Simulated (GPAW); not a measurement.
**STM contrast on Sc2CS2 MXene monolayer**

Aim: Tersoff-Hamann images of Sc2CS2 MXene monolayer at several biases.

Method: GPAW, PAW setups; layer in a repeated cell with vacuum, relaxation of atoms and in-plane cell, in the first sound run; inputs show where later runs differ, in GPAW 26.7.0.

Report form: the programs' logs are mostly left out.

## Step 1: Set-up

The cell holds 5 atoms: 2 S, 2 Sc and 1 C. Its edges and angles: a = 3.226 Å, b = 3.226 Å, c = 20.116 Å, α = 90.0°, β = 90.0°, γ = 120.0°. Vacuum lies along c.

## Step 2: Relaxing the atoms

The atoms are relaxed first, since the surface dipole, and with it the work function, follows the positions of the outer layers.

File run.py:

```python
import json
import numpy as np
from ase import Atoms
from ase.filters import FrechetCellFilter
from ase.optimize import BFGS
from gpaw import GPAW, PW

slab = Atoms(
    ['S', 'Sc', 'C', 'Sc', 'S'],
    positions=[
        [-0.00000, 1.86258, 7.00000],
        [1.61304, 0.93129, 8.78527],
        [0.00000, 0.00000, 10.05820],
        [-0.00000, 1.86258, 11.33112],
        [1.61304, 0.93129, 13.11640]],
    cell=[[3.22608, 0.0, 0.0], [-1.61304, 2.79387, 0.0], [0.0, 0.0, 20.1164]],
    pbc=[True, True, True])

slab.calc = GPAW(mode=PW(600), xc='PBE', kpts={'size': (12, 12, 1), 'gamma': True},
                 occupations={'name': 'fermi-dirac', 'width': 0.05}, nbands='160%',
                 convergence={'density': 1e-05}, maxiter=200,
                 symmetry={'tolerance': 1e-3}, txt='slab.txt')
result = {}
# The in-plane cell is free; stress needs a cell that repeats along all three vectors
path = []
opt = BFGS(FrechetCellFilter(slab, mask=[1, 1, 0, 0, 0, 1]), maxstep=0.2)
opt.attach(lambda: path.append((slab.get_potential_energy(), slab.positions.tolist(), slab.get_forces().tolist())))
result['relaxed'] = bool(opt.run(fmax=0.02, steps=45))
result['path'] = path
result['cell'] = slab.cell.tolist()
print('in-plane lattice', slab.cell.cellpar().round(4)[[0, 1, 5]])
energy = slab.get_potential_energy()
fermi = slab.calc.get_fermi_level()
v = slab.calc.get_electrostatic_potential().mean((0, 1)) - fermi
n = slab.calc.get_pseudo_density().mean((0, 1))
L = slab.cell[2, 2]
z = np.arange(len(v)) * L / len(v)
low, high = slab.positions[:, 2].min(), slab.positions[:, 2].max()
below, above = np.interp([low - 4.8, high + 4.8], z, v)
slopes = [np.interp(x, z, np.gradient(v, z)) for x in (low - 4.8, high + 4.8)]
eps = np.array([[slab.calc.get_eigenvalues(k, s) for k in range(len(slab.calc.get_ibz_k_points()))]
                for s in range(slab.calc.get_number_of_spins())]) - fermi
top, bottom = eps[eps < 0].max(), eps[eps > 0].min()
dipole = slab.get_dipole_moment()[2]
print(f'energy {energy:.4f} eV, Fermi level {fermi:.4f} eV, dipole {dipole:.5f} e A')
print(f'potential 4.8 A off the faces, from the Fermi level: lower {below:.4f} eV, upper {above:.4f} eV')
print(f'slope of the potential there: lower {slopes[0]:.5f}, upper {slopes[1]:.5f} eV/A')
print(f'nearest levels on the mesh: {top:.4f} and {bottom:.4f} eV')
print('magnetic moment', round(slab.get_magnetic_moment(), 3))
result.update(energy=energy, fermi=fermi, dipole=dipole, below=below, above=above, slopes=slopes, edges=[top, bottom],
              z=z.tolist(), v=v.tolist(), n=n.tolist(), positions=slab.positions.tolist(),
              forces=slab.get_forces(apply_constraint=False).tolist(), moments=slab.get_magnetic_moments().tolist())
json.dump(result, open('result.json', 'w'))
```

The run is started by

```sh
$ OMP_NUM_THREADS=1 OPENBLAS_NUM_THREADS=1 python run.py
```

The job ended after 11 min (1 thread of Intel Xeon Platinum 8375C at 2.90GHz (Ice Lake), shared host; peak memory 0.65 GiB).

Numbers from this step:

```yaml
dipole_along_the_normal: -4.44e-5 e·Å
levels_nearest_the_fermi_level_on_the_mesh: -0.02270, 0.01839 eV from the Fermi level
```

The electrostatic potential energy of an electron (without an applied field's), less the Fermi level, planar mean oscillates, so the rows of the table below give means over windows of 1.59 Å about each position, cut where the curve ends. Its maxima inside the range that stand out by 2 % of the span (Å: eV): 8.0: -3.76, 9.6: -2.30, 10.6: -2.30, 12.2: -3.76. Its minima: 7.3: -13.6, 8.7: -11.2, 10.1: -6.85, 11.4: -11.2, 12.8: -13.6.

The electrostatic potential energy of an electron (without an applied field's), less the Fermi level, planar mean by z; means over each step:

z (Å), electrostatic potential energy of an electron (without an applied field's), less the Fermi level, planar mean (eV) and a bar from the least value:
```
     0.80        6.8 ##############################
     2.39        6.8 ##############################
     3.98        6.8 ##############################
     5.57        6.4 #############################
     7.16       -5.5 #####
     8.75       -6.9 ##
    10.34       -4.5 #######
    11.93       -7.8 
    13.52       -0.9 ##############
    15.11        6.8 ##############################
    16.70        6.8 ##############################
    18.29        6.8 ##############################
    19.88        6.8 ##############################
```

Pseudo valence density, planar mean against z:

| z (Å) | pseudo valence density, planar mean (e/Å³) |
| --- | --- |
| 4.0 | 6.6e-5 |
| 4.5 | 3.3e-4 |
| 5.0 | 0.00167 |
| 5.5 | 0.00841 |
| 6.0 | 0.0420 |
| 6.5 | 0.176 |
| 7.0 | 0.347 |
| 7.5 | 0.389 |
| 8.0 | 0.390 |
| 8.5 | 0.873 |
| 9.0 | 0.751 |
| 9.5 | 0.331 |
| 10.0 | 0.386 |
| 10.5 | 0.337 |
| 11.0 | 0.580 |
| 11.5 | 0.998 |
| 12.0 | 0.429 |
| 12.5 | 0.403 |
| 13.0 | 0.343 |
| 13.5 | 0.227 |
| 14.0 | 0.0610 |
| 14.5 | 0.0125 |
| 15.0 | 0.00247 |
| 15.5 | 4.9e-4 |
| 16.0 | 9.8e-5 |

The relaxation lowered the energy of the cell by 0.353 eV (energies extrapolated to zero smearing; the optimiser's log prints free energies). The largest force left on a free atom is 0.012 eV/Å.

## Step 3: The slab's potential

The work function is the vacuum plateau of the electrostatic potential less the Fermi level; a dipole layer lets the two faces have plateaus of their own.

This step: GPAW, PAW setups; slab in vacuum (GPAW 26.7.0).

The cell differs from the one that the last finished run ended in (c 20.116 → 19.555 Å).

File run.py:

```python
import json
import numpy as np
from ase import Atoms
from ase.dft.stm import STM
from gpaw import GPAW, PW

slab = Atoms(
    ['S', 'Sc', 'C', 'Sc', 'S'],
    positions=[
        [-0.00000, 2.03276, 7.00000],
        [1.76042, 1.01638, 8.43666],
        [0.00000, -0.00000, 9.77759],
        [-0.00000, 2.03276, 11.11850],
        [1.76042, 1.01638, 12.55517]],
    cell=[[3.52085, -0.0, 0.0], [-1.76042, 3.04915, 0.0], [0.0, 0.0, 19.5552]],
    pbc=[True, True, False])

slab.calc = GPAW(mode=PW(500), xc='PBE', kpts={'size': (12, 12, 1), 'gamma': True},
                 occupations={'name': 'fermi-dirac', 'width': 0.05}, nbands='160%',
                 convergence={'density': 1e-05}, maxiter=200,
                 poissonsolver={'dipolelayer': 'xy'},
                 symmetry={'tolerance': 1e-3}, txt='slab.txt')
result = {}
energy = slab.get_potential_energy()
fermi = slab.calc.get_fermi_level()
v = slab.calc.get_electrostatic_potential().mean((0, 1)) - fermi
n = slab.calc.get_pseudo_density().mean((0, 1))
L = slab.cell[2, 2]
z = np.arange(len(v)) * L / len(v)
low, high = slab.positions[:, 2].min(), slab.positions[:, 2].max()
below, above = np.interp([low - 4.8, high + 4.8], z, v)
slopes = [np.interp(x, z, np.gradient(v, z)) for x in (low - 4.8, high + 4.8)]
eps = np.array([[slab.calc.get_eigenvalues(k, s) for k in range(len(slab.calc.get_ibz_k_points()))]
                for s in range(slab.calc.get_number_of_spins())]) - fermi
top, bottom = eps[eps < 0].max(), eps[eps > 0].min()
dipole = slab.get_dipole_moment()[2]
print(f'energy {energy:.4f} eV, Fermi level {fermi:.4f} eV, dipole {dipole:.5f} e A')
print(f'potential 4.8 A off the faces, from the Fermi level: lower {below:.4f} eV, upper {above:.4f} eV')
print(f'slope of the potential there: lower {slopes[0]:.5f}, upper {slopes[1]:.5f} eV/A')
print(f'nearest levels on the mesh: {top:.4f} and {bottom:.4f} eV')
print('magnetic moment', round(slab.get_magnetic_moment(), 3))
result.update(energy=energy, fermi=fermi, dipole=dipole, below=below, above=above, slopes=slopes, edges=[top, bottom],
              z=z.tolist(), v=v.tolist(), n=n.tolist(), positions=slab.positions.tolist(),
              forces=slab.get_forces(apply_constraint=False).tolist(), moments=slab.get_magnetic_moments().tolist())

# Images need the states of the whole zone, up to time reversal
slab.calc = slab.calc.fixed_density(symmetry={'point_group': False}, txt='states.txt', nbands='250%',
                                    convergence={'bands': 'CBM+1.8'})
stm = STM(slab)
result['stm'] = []
for bias in [-2.0, -1.0, 1.5]:
    height = high + 3.0
    current = stm.get_averaged_current(bias, height)
    x, y, h = stm.scan(bias, current)
    i, f = divmod(height / L * stm.ldos.shape[2], 1)
    I = abs((1 - f) * stm.ldos[:, :, int(i)] + f * stm.ldos[:, :, int(i) + 1])
    print(f'bias {bias} V: mean current at 3.0 A {current:.4e}, corrugation {np.ptp(h):.4f} A')
    result['stm'].append(dict(bias=bias, current=current, h=(h - high).tolist(), I=I.tolist()))
json.dump(result, open('result.json', 'w'))
```

The job ended after 3.2 min (1 thread; peak memory 0.73 GiB).

This step gave:

| Quantity | Value |
| --- | --- |
| dipole along the normal | -4.35e-4 e·Å |
| levels nearest the Fermi level on the mesh | -0.02267, 0.01841 eV from the Fermi level |
| upper work function | 6.843 eV |
| lower work function | 6.835 eV |
| corrugation -2 | 0.5032 Å |
| corrugation -1 | 0.5592 Å |
| corrugation 1.5 | 0.4415 Å |

The electrostatic potential energy of an electron (without an applied field's), less the Fermi level, planar mean oscillates, so the rows of the table below give means over windows of 1.49 Å about each position, cut where the curve ends. Its maxima inside the range that stand out by 2 % of the span (Å: eV): 7.7: -3.80, 9.2: -2.35, 10.3: -2.35, 11.8: -3.80. Its minima: 7.0: -13.5, 8.5: -11.1, 9.8: -6.85, 11.1: -11.1, 12.6: -13.5.

Electrostatic potential energy of an electron (without an applied field's), less the Fermi level, planar mean against z; means over each step:

```csv
z (Å),"electrostatic potential energy of an electron (without an applied field's), less the Fermi level, planar mean (eV)"
0.74,6.84
2.23,6.84
3.72,6.83
5.21,6.51
6.70,-4.79
8.19,-7.33
9.68,-3.95
11.17,-7.22
12.66,-5.95
14.15,6.25
15.64,6.84
17.13,6.84
18.62,6.84
```

Table of pseudo valence density, planar mean by z:

```
z (Å)  pseudo valence density, planar mean (e/Å³)
    3                                      6.7e-6
    4                                      1.7e-4
    5                                     0.00413
    6                                      0.0987
    7                                       0.344
    8                                       0.553
    9                                       0.407
   10                                       0.371
   11                                       0.992
   12                                       0.391
   13                                       0.316
   14                                      0.0250
   15                                     0.00101
   16                                      3.9e-5
```

Tip height over the top atom over a1 and a2. Sample bias -2 V, constant current at the mean current 3.0 Å over the top atom.

Ten even steps from '_' (2.71 Å) to '@' (3.21 Å):
```
____..::----==++++++++++++==----::..____
......::::----==========----::::........
::::::::::----------------::::::::::::::
----::::::::::::::::::::::::::----------
==------::::::....::::::------==========
++==----::::......::::----==++++++++++++
++++==--::........::--==++++************
**++==--::......::--==++****##########**
**++==--::::::::--==++**####%%%%%%%%####
**++==--::::::--==++**##%%%%@@@@@@%%%%##
**++==--::::--==++**##%%%%@@@@@@@@%%%%##
**++----::----++**##%%%%@@@@@@@@@@%%%%##
++==--::::--==++**##%%@@@@@@@@@@@@%%##**
++--::::::--++**##%%@@@@@@@@@@@@@@%%##**
==--::::--==++**##%%@@@@@@@@@@@@%%##**++
--::..::--==++**##%%@@@@@@@@@@%%##**++==
::....::--==++**##%%%%%%%%%%%%##**++==--
..__..::--==++**####%%%%%%####**++==--::
____..::--==++****########****++==--::..
____..::--==++++**********++++==--::..__
```
Columns: a1 from 0 to 0.95; rows upwards: a2 from 0 to 0.95.

Local density of states summed over the bias window over a1 and a2. Sample bias -2 V, constant height 3.0 Å over the top atom.

Values in units of 1e-4 arbitrary, 12 rows by 16 columns, each cell a mean:
```
0.3 0.3 0.4 0.4 0.5 0.5 0.5 0.6 0.6 0.5 0.5 0.5 0.4 0.4 0.3 0.3
0.4 0.4 0.4 0.4 0.4 0.4 0.4 0.4 0.4 0.4 0.4 0.4 0.4 0.4 0.4 0.4
0.5 0.4 0.4 0.4 0.4 0.4 0.4 0.4 0.4 0.4 0.4 0.4 0.5 0.5 0.5 0.5
0.6 0.5 0.4 0.4 0.4 0.3 0.3 0.4 0.4 0.5 0.5 0.6 0.6 0.7 0.7 0.6
0.6 0.6 0.5 0.4 0.4 0.4 0.4 0.4 0.5 0.6 0.7 0.8 0.9 0.9 0.8 0.8
0.7 0.6 0.5 0.4 0.4 0.4 0.5 0.6 0.7 0.8 0.9 1.0 1.1 1.0 1.0 0.8
0.7 0.5 0.4 0.4 0.4 0.5 0.6 0.7 0.9 1.0 1.2 1.2 1.2 1.1 1.0 0.8
0.6 0.5 0.4 0.4 0.5 0.6 0.7 0.9 1.0 1.2 1.3 1.3 1.2 1.1 0.9 0.8
0.5 0.4 0.4 0.4 0.5 0.6 0.8 0.9 1.1 1.2 1.3 1.2 1.1 1.0 0.8 0.6
0.4 0.4 0.4 0.4 0.5 0.7 0.8 0.9 1.1 1.1 1.1 1.0 0.9 0.8 0.6 0.5
0.3 0.3 0.4 0.4 0.5 0.7 0.8 0.9 0.9 0.9 0.9 0.8 0.7 0.6 0.5 0.4
0.3 0.3 0.4 0.4 0.5 0.6 0.7 0.7 0.8 0.7 0.7 0.6 0.5 0.4 0.4 0.3
```
Columns: a1 from 0 to 0.95; rows upwards: a2 from 0 to 0.95.

Tip height over the top atom over a1 and a2. Sample bias -1 V, constant current at the mean current 3.0 Å over the top atom.

Ten even steps from '_' (2.68 Å) to '@' (3.24 Å):
```
____..::----====++++++++====----::..____
......::::------======------::::......__
::::::::::::::::::::::::::::::::::::::::
----::::::..............::::::----------
==----::....________....::----==========
++==--::..__________..::--==++++++++++++
++==--::..________..::--==++************
**++==::..______..::==++****##########**
**++==::..____..::==++**####%%%%%%%%####
**++==::......::==++**##%%%%@@@@@@%%%%##
**++--::....::--++**##%%@@@@@@@@@@@@%%##
**==--::::::--==**##%%@@@@@@@@@@@@@@%%##
++==--::::--==++**##%%@@@@@@@@@@@@%%##**
++--::::::--++**##%%@@@@@@@@@@@@@@%%##**
==--::::--==++**##%%@@@@@@@@@@@@%%##**++
--::..::--==++**##%%@@@@@@@@@@%%##**++==
::....::--==++**##%%%%@@@@%%%%##**++==--
..__..::--==++**####%%%%%%####**++==--::
______::--==++****########****++==--::__
____..::--==++++**********++++==--::..__
```
Columns: a1 from 0 to 0.95; rows upwards: a2 from 0 to 0.95.

Local density of states summed over the bias window over a1 and a2. Sample bias -1 V, constant height 3.0 Å over the top atom.

Values in units of 1e-5 arbitrary, 12 rows by 16 columns, each cell a mean:
```
1.6 1.7 1.8 2.0 2.3 2.6 2.7 2.8 2.8 2.7 2.5 2.3 2.0 1.8 1.6 1.6
1.9 1.9 1.9 1.9 2.0 2.0 2.1 2.1 2.1 2.0 2.0 2.0 1.9 1.9 1.9 1.9
2.4 2.2 2.0 1.9 1.7 1.6 1.6 1.6 1.7 1.9 2.0 2.2 2.4 2.5 2.5 2.5
3.0 2.6 2.2 1.8 1.5 1.4 1.5 1.6 1.9 2.3 2.7 3.1 3.4 3.6 3.5 3.4
3.4 2.8 2.2 1.8 1.5 1.5 1.7 2.0 2.6 3.2 3.8 4.3 4.7 4.7 4.5 4.1
3.6 2.9 2.2 1.8 1.7 1.8 2.2 2.8 3.6 4.4 5.2 5.7 5.9 5.7 5.2 4.5
3.5 2.7 2.1 1.9 1.9 2.3 3.0 3.8 4.9 5.8 6.5 6.8 6.8 6.3 5.5 4.6
3.1 2.4 2.0 1.9 2.3 2.9 3.7 4.7 5.8 6.6 7.1 7.2 6.8 6.1 5.2 4.2
2.6 2.1 1.9 2.0 2.6 3.3 4.2 5.2 6.3 6.8 7.1 6.9 6.3 5.4 4.4 3.5
2.0 1.8 1.8 2.1 2.8 3.6 4.4 5.3 6.0 6.3 6.2 5.8 5.0 4.2 3.3 2.6
1.6 1.6 1.8 2.2 2.8 3.5 4.2 4.7 5.2 5.2 5.0 4.5 3.8 3.1 2.5 2.0
1.5 1.5 1.8 2.1 2.7 3.1 3.6 3.9 4.1 4.0 3.7 3.2 2.7 2.2 1.8 1.6
```
Columns: a1 from 0 to 0.95; rows upwards: a2 from 0 to 0.95.

Tip height over the top atom over a1 and a2. Sample bias 1.5 V, constant current at the mean current 3.0 Å over the top atom.

Ten even steps from '0' (2.75 Å) to '9' (3.19 Å):
```
11223344555544332211
22222333333333222222
22222222222222222222
33222111111122233333
43321100001123344444
54321000001234555555
54321000012345666666
65321000123566777776
65321001235677888877
65321112356778999877
65321123567889999887
64322234677899999877
54322345678999999876
53222356789999999876
43223456789999998765
32223456789999987654
22223456788888876543
21223456777877765432
11223456677776654322
11223455666665543221
```
Columns: a1 from 0 to 0.95; rows upwards: a2 from 0 to 0.95.

Local density of states summed over the bias window over a1 and a2. Sample bias 1.5 V, constant height 3.0 Å over the top atom.

Values in units of 1e-5 arbitrary, 12 rows by 16 columns, each cell a mean:
```
1.5 1.5 1.6 1.6 1.7 1.8 1.9 1.9 1.9 1.9 1.8 1.7 1.6 1.6 1.5 1.5
1.6 1.6 1.6 1.6 1.6 1.6 1.6 1.6 1.6 1.6 1.6 1.6 1.6 1.6 1.6 1.6
1.8 1.7 1.6 1.5 1.4 1.4 1.4 1.4 1.4 1.5 1.6 1.7 1.8 1.8 1.9 1.8
2.0 1.8 1.6 1.5 1.3 1.3 1.3 1.4 1.5 1.7 1.9 2.1 2.2 2.3 2.3 2.2
2.2 1.9 1.6 1.4 1.3 1.3 1.4 1.5 1.8 2.1 2.3 2.6 2.7 2.7 2.6 2.5
2.2 1.9 1.6 1.5 1.4 1.4 1.6 1.9 2.2 2.6 2.9 3.1 3.2 3.1 2.9 2.6
2.2 1.9 1.6 1.5 1.5 1.7 2.0 2.3 2.8 3.1 3.4 3.6 3.6 3.3 3.0 2.6
2.0 1.8 1.6 1.6 1.7 1.9 2.3 2.7 3.2 3.5 3.7 3.8 3.6 3.3 2.9 2.5
1.9 1.7 1.6 1.6 1.9 2.2 2.5 2.9 3.4 3.6 3.7 3.6 3.4 3.0 2.6 2.2
1.6 1.6 1.6 1.7 2.0 2.3 2.6 3.0 3.2 3.3 3.3 3.2 2.9 2.5 2.2 1.9
1.5 1.5 1.6 1.7 2.0 2.2 2.5 2.7 2.9 2.9 2.8 2.6 2.3 2.1 1.8 1.6
1.4 1.5 1.6 1.7 1.9 2.1 2.2 2.4 2.4 2.4 2.3 2.1 1.9 1.7 1.6 1.5
```
Columns: a1 from 0 to 0.95; rows upwards: a2 from 0 to 0.95.

The potential is flat to 8.5e-6 eV/Å where it is read, so the vacuum is wide enough.

## Step 4: A changed run

One more run, with changed settings.

run.py: that of step 3 with these lines changed.

```diff
@@ -3,3 +3,2 @@
 from ase import Atoms
-from ase.dft.stm import STM
 from gpaw import GPAW, PW
@@ -17,5 +16,5 @@
 
-slab.calc = GPAW(mode=PW(500), xc='PBE', kpts={'size': (12, 12, 1), 'gamma': True},
+slab.calc = GPAW(mode=PW(500), xc='pbe96', kpts={'size': (12, 12, 1), 'gamma': True},
                  occupations={'name': 'fermi-dirac', 'width': 0.05}, nbands='160%',
-                 convergence={'density': 1e-05}, maxiter=200,
+                 convergence={'density': 1e-05}, maxiter=100,
                  poissonsolver={'dipolelayer': 'xy'},
@@ -44,16 +43,2 @@
               forces=slab.get_forces(apply_constraint=False).tolist(), moments=slab.get_magnetic_moments().tolist())
-
-# Images need the states of the whole zone, up to time reversal
-slab.calc = slab.calc.fixed_density(symmetry={'point_group': False}, txt='states.txt', nbands='250%',
-                                    convergence={'bands': 'CBM+1.8'})
-stm = STM(slab)
-result['stm'] = []
-for bias in [-2.0, -1.0, 1.5]:
-    height = high + 3.0
-    current = stm.get_averaged_current(bias, height)
-    x, y, h = stm.scan(bias, current)
-    i, f = divmod(height / L * stm.ldos.shape[2], 1)
-    I = abs((1 - f) * stm.ldos[:, :, int(i)] + f * stm.ldos[:, :, int(i) + 1])
-    print(f'bias {bias} V: mean current at 3.0 A {current:.4e}, corrugation {np.ptp(h):.4f} A')
-    result['stm'].append(dict(bias=bias, current=current, h=(h - high).tolist(), I=I.tolist()))
 json.dump(result, open('result.json', 'w'))
```

It took 0.61 s on 1 thread; peak memory 0.1 GiB.

The program refused the input before any cycle.

The program's message: “NameError: Unknown functional: pbe96.”

The change that led to it: xc = "pbe96".

## Step 5: Outcome

```
work function, upper and lower face : 6.843 and 6.835 eV
dipole along the normal             : -4.3e-4 e Å
corrugation at -2 V                 : 0.503 Å
corrugation at -1 V                 : 0.559 Å
corrugation at 1.5 V                : 0.442 Å
```

The corrugation at constant current is largest at -1 V, where the tip height varies by 0.56 Å over the cell. Negative sample bias images filled states, positive bias empty ones. The images are of Tersoff-Hamann type: an s-wave tip, no tip-sample forces, heights closer than in a microscope. The starting lattice was a guess from atomic radii; the relaxation moved it by 9 %. The small printed dipole stands for a step of 7.3 meV from the lower to the upper face, and the probes find 7.5 meV; values this small are near the numerical noise of both. The layer's cell and atoms come from the relaxation; spin-orbit coupling and temperature are left out.

[Logs are printed without paths, hosts, clocks, repeated set-up lines and the standing remarks that a program may print on its own settings, such as how far it seeks lower states.]

[Hosts, paths, dates, database ids (printed as entryN), source tags and the programs' standing remarks are cut or masked in the printed files.]
